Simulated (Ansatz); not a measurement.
# HfB (Fm-3m): phonons and vibrational spectra

Task: relax HfB (Fm-3m), then find its harmonic phonons.

Main program and level: Ansatz 0.2.0; DFT PBEsol, scalar-relativistic, plane waves, PAW.

## Step 1: Set-up

Symmetry: Fm-3m, No. 225, cubic system. The conventional cell has a = 4.620 Å, b = 4.620 Å, c = 4.620 Å, α = 90.00°, β = 90.00°, γ = 90.00°. Nearest to Hf lie 6 B at 2.31 Å. Nearest to B lie 6 Hf at 2.31 Å. Farther neighbours are not listed.

## Step 2: Coarse relaxation

A rough relaxation comes first, because large forces or stress need no tight tolerances yet.

Contents of input.yaml:

```yaml
crystal:
  lattice:
    - [0.0, 2.31, 2.31]
    - [2.31, 0.0, 2.31]
    - [2.31, 2.31, 0.0]
  atoms:
    - { symbol: Hf, position: [0.5, 0.5, 0.5] }
    - { symbol: B, position: [0.0, 0.0, 0.0] }
kpoints:
  mp_grid: { grid: [8, 8, 8] }
hamiltonian:
  xc: pbesol
scf:
  occupations: { method: gaussian, width: 0.1 }
output:
  forces: true
  stress: true
  eigenvalues: true
relax:
  adjacent_minimum: "off"
  f_tol: 0.05
  max_steps: 80
  cell: { stress_tol: 0.5 }
```

The run is started by

```
ansatz run input.yaml --threads 4 --pin off --max-ram 7168MiB --backend cpu --events-out ev --progress --plain --runs-dir out
```

Numbers of over 12 decimals in the logs are rounded to 6 here.

Log:

```text
The last accepted step is kept in <dir> (removed where the run ends without a failure and the disk answers)
Engine: ansatz 0.2.0, aarch64-unknown-linux-gnu
Pseudopotentials: kind: paw
Pseudopotential: Hf, paw, valence charge 26, recommended cutoff 420 eV (normal), Hf.paw.azcp
Pseudopotential: B, paw, valence charge 3, recommended cutoff 420 eV (normal), B.paw.azcp
Functional definition: PBEsol
  exchange = pbesol_x
[...]
--- Relaxed structure (4 steps of the walk, 4 accepted, 1 SCFs on fresh bases) ---
  F+E_penalty+E_count = -15751.55519692 eV   max|allowed force component| = 1.285e-29 eV/Å   (the final SCF, on the basis selected at the relaxed cell)
  cell:  # Å, volume = 27.4232 Å³
    - [0, 2.393478, 2.393478]
    - [2.393478, 0, 2.393478]
    - [2.393478, 2.393478, 0]
  atoms:
    - { symbol: Hf, position: [0.5, 0.5, 0.5] }
    - { symbol: B, position: [0, 0, 0] }
[key lines of the parts left out:]
SCF converged after 4 iterations
Free energy (F): -15751.555197 eV
Fermi energy:    17.472000 eV
P = ⅓ Tr σ = 0.1165 GPa (1.165 kbar)
```

Wall time 3.6 s (4 threads of Arm Neoverse N1, shared host); peak memory 0.3 GiB; 11 s of CPU time.

The steps of the relaxation:

```csv
step,energy less that of the first step (eV),largest force component (eV/Å),pressure (GPa),volume (Å³)
1,0.0000,0.0000,23.53,24.65
2,-0.1650,0.0000,-6.05,28.44
3,-0.1848,0.0000,-0.91,27.57
4,-0.1853,0.0000,0.05,27.42
5*,-0.1879,0.0000,0.12,27.42
```

Relaxation steps marked * repeat the geometry before them on a plane-wave basis chosen anew for their cell, so energy and pressure can jump there.

Forces are held to the 48 operations that the run works with; a distortion that breaks them can't arise in this run.

```csv
"conventional cell, symmetrised",before,after,change
a (Å),4.620,4.787,+3.6 %
b (Å),4.620,4.787,+3.6 %
c (Å),4.620,4.787,+3.6 %
volume (Å³/atom),12.33,13.71,+11.2 %
```

The relaxed structure:

```cif
data_structure
_symmetry_space_group_name_H-M 'P 1'
_symmetry_Int_Tables_number 1
_cell_length_a 3.3849
_cell_length_b 3.3849
_cell_length_c 3.3849
_cell_angle_alpha 60.000
_cell_angle_beta 60.000
_cell_angle_gamma 60.000
_cell_volume 27.42
loop_
_atom_site_label
_atom_site_type_symbol
_atom_site_fract_x
_atom_site_fract_y
_atom_site_fract_z
_atom_site_occupancy
Hf1 Hf 0.50000 0.50000 0.50000 1
B2 B 0.00000 0.00000 0.00000 1
```

Numbers from this step:

- pressure: 0.1165 GPa
- volume per atom: 13.71 Å³
- gap on the k-mesh: 0 eV

In this step the volume went from 12.33 to 13.71 Å³/atom.

## Step 3: Relaxation

Harmonic phonons are second derivatives at a point where the forces vanish, and they are wanted at zero stress, so atoms and cell are relaxed first.

input.yaml, the sections that differ from step 2:

```yaml
crystal:
  lattice:
    - [0.0, 2.3934782646, 2.3934782646]
    - [2.3934782646, 0.0, 2.3934782646]
    - [2.3934782646, 2.3934782646, 0.0]
  atoms:
    - { symbol: Hf, position: [0.5, 0.5, 0.5] }
    - { symbol: B, position: [0.0, 0.0, 0.0] }
kpoints:
  mp_grid: { grid: [14, 14, 14] }
relax:
  adjacent_minimum: "off"
  f_tol: 0.005
  max_steps: 80
  cell: { stress_tol: 0.05 }
# hamiltonian, scf, output: as in step 2
```

Log:

```text
[...]
Crystal: 2 atoms, lattice volume = 27.423 Å³
Basis set: ecut = 420 eV, 531 PW (Γ), exchange–correlation on 48×48×48 points (8 copies of the dense FFT grid, shifted against one another)
Bands: 19, of which v1, the nominal top of the filled ones, is band 15 counted from 1 (14 counted from 0)
Symmetry: 48 space group operations
[...]
k-points: 104 of 2744
[...]
k-point 103: bands = [... 11 lower, 11.8437, 16.0271, 16.0475, 16.2962, 21.8069, 22.9271, 24.2790, 24.3518]
--- Relaxed structure (3 steps of the walk, 3 accepted, 1 SCFs on fresh bases) ---
[...]
cell:  # Å, volume = 27.4364 Å³
    - [0, 2.393863, 2.393863]
    - [2.393863, 0, 2.393863]
    - [2.393863, 2.393863, 0]
  atoms:
    - { symbol: Hf, position: [0.5, 0.5, 0.5] }
    - { symbol: B, position: [0, 0, 0] }
[key lines of the parts left out:]
SCF converged after 4 iterations
Free energy (F): -15751.562325 eV
Fermi energy:    17.413294 eV
P = ⅓ Tr σ = 0.0004 GPa (0.004 kbar)
```

Wall time 6.2 s (4 threads); peak memory 0.37 GiB; 21 s of CPU time.

Little changed from the start: no atom moved by 0.005 Å and no cell edge by 0.1 %.

Numbers from this step:

| Quantity | Value |
| --- | --- |
| pressure | 3.80e-4 GPa |
| volume per atom | 13.72 Å³ |

In this step the volume went from 13.71 to 13.72 Å³/atom.

## Step 4: Relaxing to small forces for the phonons

Phonons need a cell at rest on their own settings, so the relaxation is repeated with tight tolerances on forces and stress on the k mesh and occupations of the first response run.

Contents of input.yaml:

```yaml
crystal:
  lattice:
    - [0.0, 2.3938630702, 2.3938630702]
    - [2.3938630702, 0.0, 2.3938630702]
    - [2.3938630702, 2.3938630702, 0.0]
  atoms:
    - { symbol: Hf, position: [0.5, 0.5, 0.5] }
    - { symbol: B, position: [0.0, 0.0, 0.0] }
kpoints:
  mp_grid: { grid: [16, 16, 16] }
hamiltonian:
  xc: pbesol
scf:
  occupations: { method: methfessel_paxton, width: 0.15 }
output:
  forces: true
  stress: true
  eigenvalues: true
  write_density: true
  write_potential: true
  elf: true
  volumetric_format: npy
relax:
  adjacent_minimum: "off"
  f_tol: 0.001
  max_steps: 60
  cell: { stress_tol: 0.01 }
```

Log:

```text
[...]
Crystal: 2 atoms, lattice volume = 27.436 Å³
Basis set: ecut = 420 eV, 537 PW (Γ), exchange–correlation on 48×48×48 points (8 copies of the dense FFT grid, shifted against one another)
Bands: 19, of which v1, the nominal top of the filled ones, is band 15 counted from 1 (14 counted from 0)
Symmetry: 48 space group operations
[...]
k-points: 145 of 4096
[...]
k-point 144: bands = [... 11 lower, 11.9093, 16.0285, 16.0285, 16.1609, 22.3888, 22.3888, 24.3051, 24.3599]
--- Relaxed structure (3 steps of the walk, 3 accepted, 1 SCFs on fresh bases) ---
[...]
cell:  # Å, volume = 27.4287 Å³
    - [0, 2.393637, 2.393637]
    - [2.393637, 0, 2.393637]
    - [2.393637, 2.393637, 0]
  atoms:
    - { symbol: Hf, position: [0.500000, 0.500000, 0.500000] }
    - { symbol: B, position: [0, 0, 0] }
[key lines of the parts left out:]
SCF converged after 6 iterations
Free energy (F): -15751.563835 eV
Fermi energy:    17.398539 eV
P = ⅓ Tr σ = -0.0002 GPa (-0.002 kbar)
```

Elapsed: 9.1 s, on 4 threads; peak memory 0.39 GiB.

Little changed from the start: no atom moved by 0.005 Å and no cell edge by 0.1 %.

This step gave:

```yaml
pressure: -2.46e-4 GPa
volume_per_atom: 13.71 Å³
```

Valence density in the ac plane of the conventional cell at fractional y = 0.000, with atoms of Hf and B within 0.2 Å of it. It is the smooth field of the valence electrons, not physical close to the nuclei.

Values in e/Å³, 14 rows by 14 columns, each cell a mean:
```
 1  1  1  0  1  6 20 24 12  3  1  0  1  1
 1  1  0  0  0  2  6  8  4  1  0  0  0  1
 0  0  0  0  0  0  1  1  1  0  0  0  0  0
 1  0  0  0  0  0  0  0  0  0  0  0  0  1
 3  2  0  0  0  0  1  1  0  0  0  0  1  3
15  7  2  0  0  1  1  1  1  0  0  1  4 12
31 15  3  1  0  1  1  0  1  1  0  1  8 24
24 12  3  1  0  1  1  1  1  1  0  1  6 20
 8  4  1  0  0  0  1  1  1  0  0  0  2  6
 1  1  0  0  0  0  0  0  0  0  0  0  0  1
 0  0  0  0  0  0  1  1  0  0  0  0  0  0
 1  0  0  0  0  1  3  3  2  0  0  0  0  1
 1  1  0  0  1  4 12 15  7  2  0  0  1  1
 0  1  1  0  1  8 24 31 15  3  1  0  1  1
```
Columns run along a (4.8 Å), rows up along c (4.8 Å), edges of the conventional cell, whose origin can differ from the input's. Atoms in or near the plane, at fractional coordinates: Hf at (0.50, 0.00), Hf at (0.00, 0.50), B at (0.00, 0.00), B at (0.50, 0.50).

Electrostatic potential energy in the ac plane of the conventional cell at fractional y = 0.000, with atoms of Hf and B within 0.2 Å of it. With pseudopotentials it is smooth inside the atoms' cores, unlike the true potential.

Ten even steps from '0' (-34 eV) to '9' (19 eV), each cell a mean:
```
03896322248960
57998532369986
89999866789999
88999998999998
45899988999864
22589732599732
32488500288622
22489600389632
23699865799853
67899998999986
89999988899999
89998644589998
25997322258973
02886223248850
```
Columns run along a (4.8 Å; values clipped at the 3rd and 97th percentile), rows up along c (4.8 Å), edges of the conventional cell, whose origin can differ from the input's. Atoms in or near the plane, at fractional coordinates: Hf at (0.50, 0.00), Hf at (0.00, 0.50), B at (0.00, 0.00), B at (0.50, 0.50).

ELF in the ac plane of the conventional cell at fractional y = 0.000, with atoms of Hf and B within 0.2 Å of it. It is the smooth field of the valence electrons, not physical close to the nuclei.

Ten even steps from '0' (0.06) to '9' (0.83), each cell a mean:
```
15843899962672
68842589732687
66531234212566
32223444433222
64125887873136
98426854784279
99636610474499
99626721584389
97326876884258
42125666653123
44332223222344
78731366412588
47842799842685
04744999963661
```
Columns run along a (4.8 Å), rows up along c (4.8 Å), edges of the conventional cell, whose origin can differ from the input's. Atoms in or near the plane, at fractional coordinates: Hf at (0.50, 0.00), Hf at (0.00, 0.50), B at (0.00, 0.00), B at (0.50, 0.50).

The forces vanish by symmetry and the pressure is 0.000 GPa, within the tolerances set. The cell now holds 13.71 Å³/atom.

## Step 5: Modes at Γ

The zone centre comes first: it holds the modes that light can see, as far as symmetry allows. No field response is asked, since the mesh shows no gap.

input.yaml, the sections that differ from step 4:

```yaml
crystal:
  lattice:
    - [0.0, 2.393636569, 2.393636569]
    - [2.393636569, 0.0, 2.393636569]
    - [2.393636569, 2.393636569, 0.0]
  atoms:
    - { symbol: Hf, position: [0.5, 0.5, 0.5] }
    - { symbol: B, position: [0.0, 0.0, 0.0] }
output:
  eigenvalues: true
phonons:
  method: dfpt
# kpoints, hamiltonian, scf: as in step 4
# relax: removed
```

Log:

```text
[...]
Crystal: 2 atoms, lattice volume = 27.429 Å³
Basis set: ecut = 420 eV, 531 PW (Γ), exchange–correlation on 48×48×48 points (8 copies of the dense FFT grid, shifted against one another)
Bands: 19, of which v1, the nominal top of the filled ones, is band 15 counted from 1 (14 counted from 0)
Symmetry: 48 space group operations
k-points: 349 of 4096 (irreducible under 8 space group operations, time reversal used)
[...]
SCF iter   1: F=—  HF=-15751.567428 eV  |F-HF|=—  |Δ(HF+E_count)|=         —  Δρ=5.46e-3  dr2=1.13e-2  ethr=1.77e-3  ⟨swp⟩=4.1  Hψ=25908  notcnv=0
[...]
SCF iter   9: F=-15751.563835 eV  HF=-15751.563835 eV  |F-HF|=5.46e-12  |Δ(HF+E_count)|=  1.67e-10  S|Δr|=    0.00e0  Δρ=1.43e-7  dr2=2.98e-12  ethr=1.00e-12  ⟨swp⟩=4.6  Hψ=34071  notcnv=0
SCF 1 converged in 9 iterations: F = -15751.563835 eV  dr2 = 2.98e-12
[...]
DFPT response loops at Γ: preconditioner auto → Kerker (q_TF=auto, 2.754 Å⁻¹) (partly filled bands, converged f_vac=0.000); β = 1.00, the filter's whole step (`scf.mixing.beta` (0.50) is not read by the response loops under this deck's `scf.mixing.preconditioner`; to damp them name `kerker` or `kerker_dos`, under which they read `scf.mixing.beta`, and type it under 1.00, their step now; both keys bind the ground state too); Broyden in place of MSR1
SCF converged after 9 iterations
[...]
Free energy (F): -15751.563835 eV
[...]
Internal energy: -15751.565222 eV  (E = F + TS)
E sigma→0 (E₀):  -15751.564182 eV
Entropy (-TS):   0.001387 eV (0.694 meV/atom)
Fermi energy:    17.398539 eV
[...]
--- Band table (eV; the first three rows and the last of 349) ---
  k-point 0: bands = [... 11 lower, 8.1898, 19.4191, 19.4191, 19.4191, 21.1392, 21.1392, 21.1392, 21.1711]
  k-point 1: bands = [... 11 lower, 8.2897, 19.0515, 19.3597, 19.3597, 20.2706, 20.2706, 21.3233, 22.2982]
  k-point 2: bands = [... 11 lower, 8.5828, 18.2645, 18.8293, 18.8293, 20.1280, 20.1280, 21.6158, 23.5597]
  k-point 348: bands = [... 11 lower, 11.9093, 16.0285, 16.0285, 16.1609, 22.3888, 22.3888, 24.3051, 24.3599]
--- Phonons (Γ-DFPT): 2 representative perturbations + reference, on 349 of 4096 k-points (Σ response iterations 7) ---
  k mesh reduced under 8 symmetry operations, with k and −k counted as one. Each operation leaves every solved perturbation unchanged. A smaller set is not used because it would not reduce the number of displacements times k-points to solve
  ASR residual: 3.408e-6 → 0.000e0 eV/Å²; symmetrization residual: 8.801e-8 eV/Å²
  ASR residual per site (eV/Å²): 6.13e-7 3.41e-6
  Γ frequencies (cm⁻¹): 0.00 0.00 0.00 469.60 469.60 469.60
  non-analytic LO–TO correction: not included (Born effective charges unavailable; polar crystals: no LO–TO splitting at Γ)
```

Elapsed: 29 s, on 4 threads; peak memory 0.81 GiB; 94 s of CPU time.

This step gave:

```yaml
sum_rule_residual_before_enforcement: 3.41e-6 eV/Å²
point_group: m-3m
highest_optical_mode_at_the_zone_centre_no_lo_to_term: 469.6 cm⁻¹
lowest_optical_zone_centre_mode: 469.6 cm⁻¹
```

Patterns of degenerate modes are one choice out of their space. Modes at Γ, with each element's share of the kinetic energy:

```csv
mode,frequency (cm⁻¹),symmetry,Hf %,B %
1,0.0,acoustic,94,6
2,0.0,acoustic,94,6
3,0.0,acoustic,94,6
4,469.6,T1u,6,94
5,469.6,T1u,6,94
6,469.6,T1u,6,94
```

Displacements in mode 6 (469.6 cm⁻¹), the largest set to 1:
```
Hf1  0.00  0.00 -0.06
B2   0.00  0.00  1.00
```

Before it was imposed, the acoustic sum rule was missed by 3.4e-6 eV/Å². Small misses are needed for a sound result but don't prove that mesh and cutoff are converged. The lowest optical mode is real, 470 cm⁻¹.

(Part 1 of 2 ends here.)

[Logs are printed without paths, hosts, clocks, repeated set-up lines and the standing remarks that a program may print on its own settings, such as how far it seeks lower states.]

[Hosts, paths, dates, database ids (printed as entryN), source tags and the programs' standing remarks are cut or masked in the printed files.]
